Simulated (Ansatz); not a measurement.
# ScHg (Pm-3m): Grüneisen parameters

Does ScHg (Pm-3m) expand much on heating, by its phonons?

Method: DFT PBEsol, scalar-relativistic, plane waves, PAW; PAW set soft_1, in Ansatz 0.2.0.

### 1. The system as given

It takes space group Pm-3m (No. 221, cubic). The conventional cell has a = 3.467 Å, b = 3.467 Å, c = 3.467 Å, α = 90.00°, β = 90.00°, γ = 90.00°. Nearest to Sc lie 8 Hg at 3.00 Å. Nearest to Hg lie 8 Sc at 3.00 Å. Farther neighbours, and contacts between anions beyond the nearest, are not listed.

### 2. Phonons on a q mesh

Stability and thermal properties need the whole zone. Linear response on a 4×4×4 q mesh gives force constants as far as a supercell of that size would.

The input, input.yaml:

```yaml
crystal:
  lattice:
    - [3.466997745, 0.0, 0.0]
    - [0.0, 3.466997745, 0.0]
    - [0.0, 0.0, 3.466997745]
  atoms:
    - { symbol: Sc, position: [0.5, 0.5, 0.5] }
    - { symbol: Hg, position: [0.0, 0.0, 0.0] }
kpoints:
  mp_grid: { grid: [12, 12, 12] }
hamiltonian:
  xc: pbesol
  pseudopotentials: { kind: paw, azcp: { folder: soft_1 }, xc_functional: pbe }
scf:
  occupations: { method: methfessel_paxton, width: 0.2 }
output:
  eigenvalues: true
phonons:
  method: dfpt
  qmesh: [4, 4, 4]
  temperatures: { t_max: 1000, t_step: 50 }
  qpath:
    path:
      - [[0.0, 0.0, 0.0], [0.0, 0.5, 0.0], [0.5, 0.5, 0.0], [0.0, 0.0, 0.0], [0.5, 0.5, 0.5], [0.0, 0.5, 0.0]]
      - [[0.5, 0.5, 0.5], [0.5, 0.5, 0.0]]
    npoints: 10
```

Command:

```sh
$ ansatz run input.yaml --threads 4 --pin off --max-ram 10240MiB --backend cpu --events-out ev --progress --plain --runs-dir out
```

The program printed:

```text
Engine: ansatz 0.2.0, aarch64-unknown-linux-gnu
Pseudopotentials: kind: paw
Pseudopotential: Sc, paw, valence charge 11, recommended cutoff 420 eV (normal), soft_1/Sc.paw.azcp
Pseudopotential: Hg, paw, valence charge 20, recommended cutoff 420 eV (normal), soft_1/Hg.paw.azcp
Functional definition: PBEsol
  exchange = pbesol_x
  correlation = pbesol_c
Crystal: 2 atoms, lattice volume = 41.674 Å³
Basis set: ecut = 420 eV, 799 PW (Γ), exchange–correlation on 48×48×48 points (8 copies of the dense FFT grid, shifted against one another)
Bands: 20, of which v1, the nominal top of the filled ones, is band 16 counted from 1 (15 counted from 0)
Symmetry: 48 space group operations
k-points: 84 of 1728
Non-local potential: Sc, projectors of the file, l = 0: 3, l = 1: 2, l = 2: 3, l = 3: 1
Non-local potential: Hg, projectors of the file, l = 0: 3, l = 1: 2, l = 2: 2, l = 3: 1
PAW form: soft (Blöchl's): semilocal exchange-correlation on the pseudo side does not see the compensation charge
PAW frozen core: Sc, regenerated for the run's functional, and the local potential with it (the file was generated under x = pbe(κ = 0.804, μ = 0.219515), c = pbe(β = 0.066725))
PAW frozen core: Hg, regenerated for the run's functional, and the local potential with it (the file was generated under x = pbe(κ = 0.804, μ = 0.219515), c = pbe(β = 0.066725))
PAW one-centre angular grid: Sc, 590 points (default); XC on 64 Gauss nodes
PAW one-centre angular grid: Hg, 590 points (default); XC on 64 Gauss nodes
Initial density: superposition of atomic densities (chi_scale 0.1, normalization cell, long waves kept (reshape's long-wave potential 0.00 eV rms))
Initial wavefunctions: pseudopotential atomic-orbital guess
Functional: x = pbesol(κ = 0.804, μ = 0.123457), c = pbesol(β = 0.046)
SCF iter   1: F=—  HF=-15784.527837 eV  |F-HF|=—  |Δ(HF+E_count)|=         —  Δρ=1.14e-1  dr2=9.64e0  ethr=3.10e-3  ⟨swp⟩=4.1  Hψ=6024  notcnv=0
preconditioner: auto → Kerker (q_TF=auto, 2.597 Å⁻¹)  [metal: Δε(μ)=0.014 eV  Ē_g=5.492 eV  σ=0.200 eV  W_gap=0.06  n_scr=18 (ndim 8)  ℏωp=22.3 eV  f_vac=0.000  D(μ)=4.34/eV (n_scr^D=56)]
SCF iter   2: F=—  HF=-15782.575492 eV  |F-HF|=—  |Δ(HF+E_count)|=    1.95e0  S|Δr|=    0.00e0  Δρ=2.96e-2  dr2=5.72e-1  ethr=3.10e-3  ⟨swp⟩=2.3  Hψ=3973  notcnv=0
SCF iter   3: F=—  HF=-15782.445386 eV  |F-HF|=—  |Δ(HF+E_count)|=   1.30e-1  S|Δr|=    0.00e0  Δρ=1.42e-2  dr2=9.06e-2  ethr=1.85e-3  ⟨swp⟩=2.0  Hψ=2675  notcnv=0
SCF iter   4: F=—  HF=-15782.430519 eV  |F-HF|=—  |Δ(HF+E_count)|=   1.49e-2  S|Δr|=    0.00e0  Δρ=3.18e-3  dr2=2.88e-3  ethr=2.92e-4  ⟨swp⟩=2.1  Hψ=2871  notcnv=0
SCF iter   5: F=—  HF=-15782.430212 eV  |F-HF|=—  |Δ(HF+E_count)|=   3.07e-4  S|Δr|=    0.00e0  Δρ=5.48e-4  dr2=7.88e-5  ethr=9.30e-6  ⟨swp⟩=2.1  Hψ=3163  notcnv=0
SCF iter   6: F=—  HF=-15782.430230 eV  |F-HF|=—  |Δ(HF+E_count)|=   1.85e-5  S|Δr|=    0.00e0  Δρ=2.12e-4  dr2=2.68e-5  ethr=2.54e-7  ⟨swp⟩=2.5  Hψ=2820  notcnv=0
SCF iter   7: F=—  HF=-15782.430222 eV  |F-HF|=—  |Δ(HF+E_count)|=   7.61e-6  S|Δr|=    0.00e0  Δρ=2.48e-5  dr2=3.46e-7  ethr=8.65e-8  ⟨swp⟩=2.0  Hψ=2264  notcnv=0
SCF iter   8: F=—  HF=-15782.430225 eV  |F-HF|=—  |Δ(HF+E_count)|=   2.68e-6  S|Δr|=    0.00e0  Δρ=5.96e-6  dr2=1.43e-8  ethr=1.12e-9  ⟨swp⟩=2.0  Hψ=2288  notcnv=0
SCF iter   9: F=—  HF=-15782.430225 eV  |F-HF|=—  |Δ(HF+E_count)|=  6.13e-10  S|Δr|=    0.00e0  Δρ=9.40e-7  dr2=3.57e-10  ethr=4.62e-11  ⟨swp⟩=2.0  Hψ=2107  notcnv=0
SCF iter  10: F=—  HF=-15782.430225 eV  |F-HF|=—  |Δ(HF+E_count)|=  2.91e-11  S|Δr|=    0.00e0  Δρ=1.70e-7  dr2=1.47e-11  ethr=1.15e-12  ⟨swp⟩=2.0  Hψ=2645  notcnv=0
SCF iter  11: F=-15782.430225 eV  HF=-15782.430225 eV  |F-HF|=1.82e-12  |Δ(HF+E_count)|=    0.00e0  S|Δr|=    0.00e0  Δρ=3.75e-8  dr2=4.26e-13  ethr=1.00e-12  ⟨swp⟩=4.8  Hψ=6007  notcnv=0
SCF 1 converged in 11 iterations: F = -15782.430225 eV  dr2 = 4.26e-13
  greatest PAW one-centre occupation: 1.000 electrons in one spin orbital (limit 2), on the Hg atom at site 1 (counted from 0), in its partial waves of l = 0
phonons: the bands overlap, so this run is a metal and interpolates without the dipole-dipole term. If the crystal is really an insulator or semiconductor, its LO-TO splitting is missing
NSCF: frozen V_eff on 84 k-points
NSCF: frozen V_eff on 196 k-points
DFPT response loops at q = (0, 0, 0) (fractional): preconditioner auto → Kerker (q_TF=auto, 2.597 Å⁻¹) (partly filled bands, converged f_vac=0.000); β = 1.00, the filter's whole step (`scf.mixing.beta` (0.50) is not read by the response loops under this deck's `scf.mixing.preconditioner`; to damp them name `kerker` or `kerker_dos`, under which they read `scf.mixing.beta`, and type it under 1.00, their step now; both keys bind the ground state too); Broyden in place of MSR1
NSCF: frozen V_eff on 1176 k-points
DFPT response loops at q = (0, 0, 0.25) (fractional): mixed as the last ones told, above
NSCF: frozen V_eff on 686 k-points
DFPT response loops at q = (0, 0, -0.5) (fractional): mixed as the last ones told, above
NSCF: frozen V_eff on 2016 k-points
DFPT response loops at q = (0, 0.25, 0.25) (fractional): mixed as the last ones told, above
NSCF: frozen V_eff on 1176 k-points
DFPT response loops at q = (0, 0.25, -0.5) (fractional): mixed as the last ones told, above
NSCF: frozen V_eff on 686 k-points
DFPT response loops at q = (0, -0.5, -0.5) (fractional): mixed as the last ones told, above
NSCF: frozen V_eff on 1872 k-points
DFPT response loops at q = (0.25, 0.25, 0.25) (fractional): mixed as the last ones told, above
NSCF: frozen V_eff on 2016 k-points
DFPT response loops at q = (0.25, 0.25, -0.5) (fractional): mixed as the last ones told, above
NSCF: frozen V_eff on 1176 k-points
DFPT response loops at q = (0.25, -0.5, -0.5) (fractional): mixed as the last ones told, above
NSCF: frozen V_eff on 392 k-points
DFPT response loops at q = (-0.5, -0.5, -0.5) (fractional): mixed as the last ones told, above
SCF converged after 11 iterations
Stability not checked: this state was not tested for a lower state beside it, because cold or Methfessel-Paxton smearing, or corrected tetrahedra, fill the levels in a way that the test cannot read (fill_not_monotonic; see scf.lower_state_search)
Free energy (F): -15782.430225 eV
Harris-Foulkes:  -15782.430225 eV  (|F-HF|=1.82e-12)
Internal energy: -15782.427310 eV  (E = F + TS)
E sigma→0 (E₀):  -15782.429496 eV
Entropy (-TS):   -0.002915 eV (-1.457 meV/atom)
Fermi energy:    14.589474 eV
--- Per-component energies (eV) ---
  E_band       = -523.555447
  E_kinetic    = 782.153529
  E_local      = -3282.758828  (includes V_loc(G=0)·N_el)
  E_nonlocal   = 227.438233
  E_hartree    = 1366.395664
  E_xc         = -295.617766
  E_vxc        = -356.265780  (∫ρ·V_xc dr)
  E_paw        = -10777.932859  (= ΣΔE_a)
  E_vpaw       = -626.914337  (= ΣTr[D̂ρ^β])
  E_aug_tail   = 0.000424  (compensation charges beyond the density's cutoff)
  E_ewald      = -3802.563442
  E_core_change = 0.457735  (= ΣΔE_core)
  E_smearing   = -0.002915  (= −TS)
  E_closure    = 0.000000  (closes the sum)
  Σ components = -15782.430225   (vs F -15782.430225, Δ=0.00e0)
--- Band table (eV; the first three rows and the last of 84) ---
  k-point 0: bands = [... 12 lower, 7.4121, 7.4121, 14.9054, 14.9054, 17.0873, 17.0873, 17.0873, 19.5259]
  k-point 1: bands = [... 12 lower, 7.3965, 7.4177, 14.8701, 14.8808, 16.8675, 16.8675, 17.0714, 18.9684]
  k-point 2: bands = [... 12 lower, 7.3543, 7.4331, 14.6399, 14.8132, 16.4258, 16.4258, 17.0278, 18.0105]
  k-point 83: bands = [... 12 lower, 7.9430, 12.7608, 12.7608, 12.7608, 13.7335, 17.6364, 17.6364, 20.0874]
--- Phonons (Γ-DFPT): 2 representative perturbations + reference (Σ response iterations 6) ---
  ASR residual: 1.312e-5 → 0.000e0 eV/Å²; symmetrization residual: 5.213e-7 eV/Å²
  ASR residual per site (eV/Å²): 1.31e-5 3.09e-6
  Γ frequencies (cm⁻¹): 0.00 0.00 0.00 146.21 146.21 146.21
--- Phonons (arbitrary-q DFPT): 10 irreducible q on the 4×4×4 mesh ---
  q = [0.0000, 0.0000, 0.0000] (star 1, of the zone-centre solve; hermiticity 3.61e-7, symmetrization 2.57e-12): -0.00 0.00 0.00 146.21 146.21 146.21
  q = [0.0000, 0.0000, 0.2500] (star 6, 4 solved perturbations in 1848 linear systems a pass and spin channel, the states on 588 of 1728 k-point pairs; hermiticity 1.00e-6, symmetrization 1.65e-12): 45.55 45.55 62.24 150.10 150.10 182.92
  q = [0.0000, 0.0000, -0.5000] (star 3, 4 solved perturbations in 1078 linear systems a pass and spin channel, the states on 343 of 1728 k-point pairs; hermiticity 3.05e-9, symmetrization 1.12e-9): 60.65 60.65 70.99 158.61 158.61 218.31
  q = [0.0000, 0.2500, 0.2500] (star 12, 4 solved perturbations in 3108 linear systems a pass and spin channel, the states on 1008 of 1728 k-point pairs; hermiticity 9.70e-7, symmetrization 4.75e-13): 31.78 52.40 69.14 145.68 179.15 188.77
  q = [0.0000, 0.2500, -0.5000] (star 12, 6 solved perturbations on 588 of 1728 k-point pairs; hermiticity 9.00e-7, symmetrization 4.49e-7): 46.90 53.40 58.99 138.65 189.57 209.52
  q = [0.0000, -0.5000, -0.5000] (star 3, 4 solved perturbations in 1078 linear systems a pass and spin channel, the states on 343 of 1728 k-point pairs; hermiticity 5.26e-7, symmetrization 4.15e-11): 26.31 26.31 57.85 116.60 213.64 213.64
  q = [0.2500, 0.2500, 0.2500] (star 8, 2 solved perturbations on 936 of 1728 k-point pairs; hermiticity 1.81e-7, symmetrization 8.97e-13): 53.60 53.60 58.27 179.76 179.77 179.77
  q = [0.2500, 0.2500, -0.5000] (star 12, 4 solved perturbations in 3108 linear systems a pass and spin channel, the states on 1008 of 1728 k-point pairs; hermiticity 8.66e-7, symmetrization 3.55e-7): 32.05 51.49 67.90 176.04 180.51 204.94
  q = [0.2500, -0.5000, -0.5000] (star 6, 4 solved perturbations in 1848 linear systems a pass and spin channel, the states on 588 of 1728 k-point pairs; hermiticity 5.10e-7, symmetrization 6.95e-9): 45.97 45.97 66.49 165.01 200.41 200.41
  q = [-0.5000, -0.5000, -0.5000] (star 1, 2 solved perturbations on 196 of 1728 k-point pairs; hermiticity 3.08e-9, symmetrization 1.54e-9): 62.65 62.65 62.65 190.53 190.53 190.53
  sum rule: each row above includes the acoustic sum rule's correction from the zone centre's row sums; it moved no ω² by more than (0.28 cm⁻¹)²
  mesh force constants: q→R imaginary residual 3.40e-18; ASR residual 1.312e-5 → 0.000e0 eV/Å²; symmetrization residual 6.217e-15 eV/Å²
  interpolated dispersion: 62 rows × 6 modes
  density of states and harmonic sums: on the 20×20×20 q-mesh, interpolated from the force constants of a 4×4×4 supercell (no non-analytic term)
  largest difference from the sums on the solved wave vectors: F 1.32e-2 eV, S 1.72e-5 and C_V 4.01e-6 eV/K
  zero-point energy: 0.042753 eV/cell   skipped modes (ω ≤ 0): 3   left out of the sums: 6.25e-5 of the cell's modes: C_V's classical limit lies that fraction below 3 k_B per atom; for a crystal, a wire or a layer, F and S can be off by more, and a phonons.interpolated_qmesh denser along its periods is the remedy for the sampling
```

Wall time 4.4 min (4 threads of Arm Neoverse V2, shared host); peak memory 2.1 GiB.

In the SCF lines HF is the Harris–Foulkes energy and dr2 the Hartree energy of the density residual, in eV; the loop may stop once dr2 is under the threshold and the program's other checks hold. Hψ counts applications of the Hamiltonian.

Read from the output:

```
volume per atom                                            : 20.84 Å³
gap on the k-mesh                                          : 0 eV
sum-rule residual before enforcement                       : 1.31e-5 eV/Å²
lowest frequency on the path                               : 0 cm⁻¹
point group                                                : m-3m
highest frequency on path, mesh or solved points           : 218.3 cm⁻¹
mean frequency                                             : 114.9 cm⁻¹
Debye temperature (second moment)                          : 246 K
logarithmic mean frequency                                 : 94.1 cm⁻¹
highest optical mode at the zone centre (no LO-TO term)    : 146.2 cm⁻¹
lowest optical zone-centre mode                            : 146.2 cm⁻¹
lowest mode on the q mesh (acoustic modes at Γ apart)      : 26.31 cm⁻¹
zero-point energy per atom                                 : 21.38 meV
heat capacity at 300 K                                     : 24.13 J/(mol atoms K)
vibrational entropy at 300 K                               : 45.20 J/(mol atoms K)
edges of the widest gap between branches, on path and mesh : 71, 116.6 cm⁻¹
```

Frequencies (cm⁻¹) solved at each irreducible wavevector; negative means imaginary. Frequencies by wavevector, by row:

```tsv
q in reciprocal lattice units	star	mode 1	mode 2	mode 3	mode 4	mode 5	mode 6
0 0 0	1	0	0	0	146.2	146.2	146.2
0 0 0.25	6	45.5	45.5	62.2	150.1	150.1	182.9
0 0 -0.5	3	60.6	60.6	71	158.6	158.6	218.3
0 0.25 0.25	12	31.8	52.4	69.1	145.7	179.2	188.8
0 0.25 -0.5	12	46.9	53.4	59	138.7	189.6	209.5
0 -0.5 -0.5	3	26.3	26.3	57.9	116.6	213.6	213.6
0.25 0.25 0.25	8	53.6	53.6	58.3	179.8	179.8	179.8
0.25 0.25 -0.5	12	32	51.5	67.9	176	180.5	204.9
0.25 -0.5 -0.5	6	46	46	66.5	165	200.4	200.4
-0.5 -0.5 -0.5	1	62.6	62.6	62.6	190.5	190.5	190.5
```

Symmetry leaves 10 wavevectors to solve. The lowest mode among them, the acoustic zeros apart, lies at q = (0, -0.5, -0.5) and is real, 26.3 cm⁻¹.

### 3. Relaxing at another volume, volume ratio 0.97

The volume is scaled by 0.97 and held; symmetry leaves nothing to relax, so this is a single point. The modes can then be followed against volume.

input.yaml, the sections that differ from step 2:

```yaml
crystal:
  lattice:
    - [3.4319751713, 0.0, 0.0]
    - [0.0, 3.4319751713, 0.0]
    - [0.0, 0.0, 3.4319751713]
  atoms:
    - { symbol: Sc, position: [0.5, 0.5, 0.5] }
    - { symbol: Hg, position: [0.0, 0.0, 0.0] }
output:
  forces: true
  stress: true
  eigenvalues: true
# kpoints, hamiltonian, scf: as in step 2
# phonons: removed
```

The program printed:

```text
[...]
Crystal: 2 atoms, lattice volume = 40.423 Å³
Basis set: ecut = 420 eV, 751 PW (Γ), exchange–correlation on 48×48×48 points (8 copies of the dense FFT grid, shifted against one another)
Bands: 20, of which v1, the nominal top of the filled ones, is band 16 counted from 1 (15 counted from 0)
Symmetry: 48 space group operations
[...]
k-points: 84 of 1728
[...]
--- Band table (eV; the first three rows and the last of 84) ---
  k-point 0: bands = [... 12 lower, 7.8864, 7.8864, 15.4740, 15.4740, 17.7440, 17.7440, 17.7440, 20.1935]
  k-point 1: bands = [... 12 lower, 7.8700, 7.8924, 15.4392, 15.4464, 17.5090, 17.5090, 17.7264, 19.6420]
  k-point 2: bands = [... 12 lower, 7.8257, 7.9090, 15.2087, 15.3701, 17.0418, 17.0418, 17.6786, 18.6818]
  k-point 83: bands = [... 12 lower, 8.4498, 13.2261, 13.2261, 13.2261, 14.3769, 18.3129, 18.3129, 20.8315]
[key lines of the parts left out:]
SCF converged after 8 iterations
Free energy (F): -15782.419391 eV
Fermi energy:    15.140742 eV
P = ⅓ Tr σ = 2.8561 GPa (28.561 kbar)
```

The job ended after 0.91 s (4 threads; peak memory 0.37 GiB; 2.9 s of CPU time).

This step gave:

```yaml
pressure: 2.856 GPa
volume_per_atom: 20.21 Å³
```

The run ends at a pressure of 2.86 GPa.

### 4. Phonons at the other volume, volume ratio 0.97

The phonons are repeated at this volume on the same meshes, so that differences come from the volume alone.

input.yaml: that of step 3 with these lines changed.

```diff
@@ -16,4 +16,11 @@
 output:
-  forces: true
-  stress: true
   eigenvalues: true
+phonons:
+  method: dfpt
+  qmesh: [4, 4, 4]
+  temperatures: { t_max: 1000, t_step: 50 }
+  qpath:
+    path:
+      - [[0.0, 0.0, 0.0], [0.0, 0.5, 0.0], [0.5, 0.5, 0.0], [0.0, 0.0, 0.0], [0.5, 0.5, 0.5], [0.0, 0.5, 0.0]]
+      - [[0.5, 0.5, 0.5], [0.5, 0.5, 0.0]]
+    npoints: 10
```

The program printed:

```text
[...]
Crystal: 2 atoms, lattice volume = 40.423 Å³
Basis set: ecut = 420 eV, 751 PW (Γ), exchange–correlation on 48×48×48 points (8 copies of the dense FFT grid, shifted against one another)
Bands: 20, of which v1, the nominal top of the filled ones, is band 16 counted from 1 (15 counted from 0)
Symmetry: 48 space group operations
k-points: 84 of 1728
[...]
SCF iter   1: F=—  HF=-15784.586795 eV  |F-HF|=—  |Δ(HF+E_count)|=         —  Δρ=1.18e-1  dr2=9.92e0  ethr=3.10e-3  ⟨swp⟩=4.3  Hψ=6041  notcnv=0
[...]
SCF iter  11: F=-15782.419391 eV  HF=-15782.419391 eV  |F-HF|=1.09e-11  |Δ(HF+E_count)|=    0.00e0  S|Δr|=    0.00e0  Δρ=3.32e-8  dr2=3.17e-13  ethr=1.00e-12  ⟨swp⟩=4.8  Hψ=5958  notcnv=0
SCF 1 converged in 11 iterations: F = -15782.419391 eV  dr2 = 3.17e-13
[...]
NSCF: frozen V_eff on 84 k-points
[...]
SCF converged after 11 iterations
[...]
Free energy (F): -15782.419391 eV
[...]
Internal energy: -15782.416542 eV  (E = F + TS)
E sigma→0 (E₀):  -15782.418679 eV
Entropy (-TS):   -0.002848 eV (-1.424 meV/atom)
Fermi energy:    15.140740 eV
[...]
--- Band table (eV; the first three rows and the last of 84) ---
  k-point 0: bands = [... 12 lower, 7.8865, 7.8865, 15.4740, 15.4740, 17.7440, 17.7440, 17.7440, 20.1935]
  k-point 1: bands = [... 12 lower, 7.8701, 7.8925, 15.4392, 15.4463, 17.5090, 17.5090, 17.7264, 19.6420]
  k-point 2: bands = [... 12 lower, 7.8258, 7.9091, 15.2087, 15.3701, 17.0418, 17.0418, 17.6786, 18.6818]
  k-point 83: bands = [... 12 lower, 8.4498, 13.2261, 13.2261, 13.2261, 14.3769, 18.3129, 18.3129, 20.8316]
[...]
ASR residual: 1.305e-5 → 0.000e0 eV/Å²; symmetrization residual: 5.827e-6 eV/Å²
  ASR residual per site (eV/Å²): 1.57e-6 1.30e-5
  Γ frequencies (cm⁻¹): 0.00 0.00 0.00 157.78 157.78 157.78
--- Phonons (arbitrary-q DFPT): 10 irreducible q on the 4×4×4 mesh ---
[...]
interpolated dispersion: 62 rows × 6 modes
[...]
```

Run time: 4.4 min. Hardware: 4 threads; peak memory 2.1 GiB.

Read from the output:

```
sum-rule residual before enforcement                       : 1.30e-5 eV/Å²
highest frequency on path, mesh or solved points           : 230.1 cm⁻¹
mean frequency                                             : 122 cm⁻¹
Debye temperature (second moment)                          : 262 K
logarithmic mean frequency                                 : 99.2 cm⁻¹
highest optical mode at the zone centre (no LO-TO term)    : 157.8 cm⁻¹
lowest optical zone-centre mode                            : 157.8 cm⁻¹
lowest mode on the q mesh (acoustic modes at Γ apart)      : 22.48 cm⁻¹
zero-point energy per atom                                 : 22.68 meV
heat capacity at 300 K                                     : 24.03 J/(mol atoms K)
vibrational entropy at 300 K                               : 43.93 J/(mol atoms K)
edges of the widest gap between branches, on path and mesh : 75.2, 126.8 cm⁻¹
```

Frequencies (cm⁻¹) solved at each irreducible wavevector; negative means imaginary. Frequencies by wavevector, by row:

```tsv
q in reciprocal lattice units	star	mode 1	mode 2	mode 3	mode 4	mode 5	mode 6
0 0 0	1	0	0	0	157.8	157.8	157.8
0 0 0.25	6	48.3	48.3	66.1	160.6	160.6	194.1
0 0 -0.5	3	65.3	65.3	75.2	168.4	168.4	230.1
0 0.25 0.25	12	31.5	56.1	73.6	155.9	190.6	199.6
0 0.25 -0.5	12	48	56	63.6	148.5	201.3	222.4
0 -0.5 -0.5	3	22.5	22.5	62.4	126.8	226.7	226.7
0.25 0.25 0.25	8	56.5	56.5	61.5	190.6	191.1	191.1
0.25 0.25 -0.5	12	31.6	54	72.6	187.6	192	217.5
0.25 -0.5 -0.5	6	47.6	47.6	71	175.9	213.6	213.6
-0.5 -0.5 -0.5	1	67	67	67	204.1	204.1	204.1
```

The highest optical mode at the zone centre (no LO-TO term) is 157.8 cm⁻¹, +11.6 cm⁻¹ against the base run.

(Continued in part 2 of 2.)

[Long decimals in the printed logs are rounded to 6 places.]

[Logs are printed without paths, hosts, clocks, repeated set-up lines and the standing remarks that a program may print on its own settings, such as how far it seeks lower states.]

[Hosts, paths, dates, database ids (printed as entryN), source tags and the programs' standing remarks are cut or masked in the printed files.]

[Where the starting crystal was built by hand or by swapping elements, it need not be the compound's stable phase.]
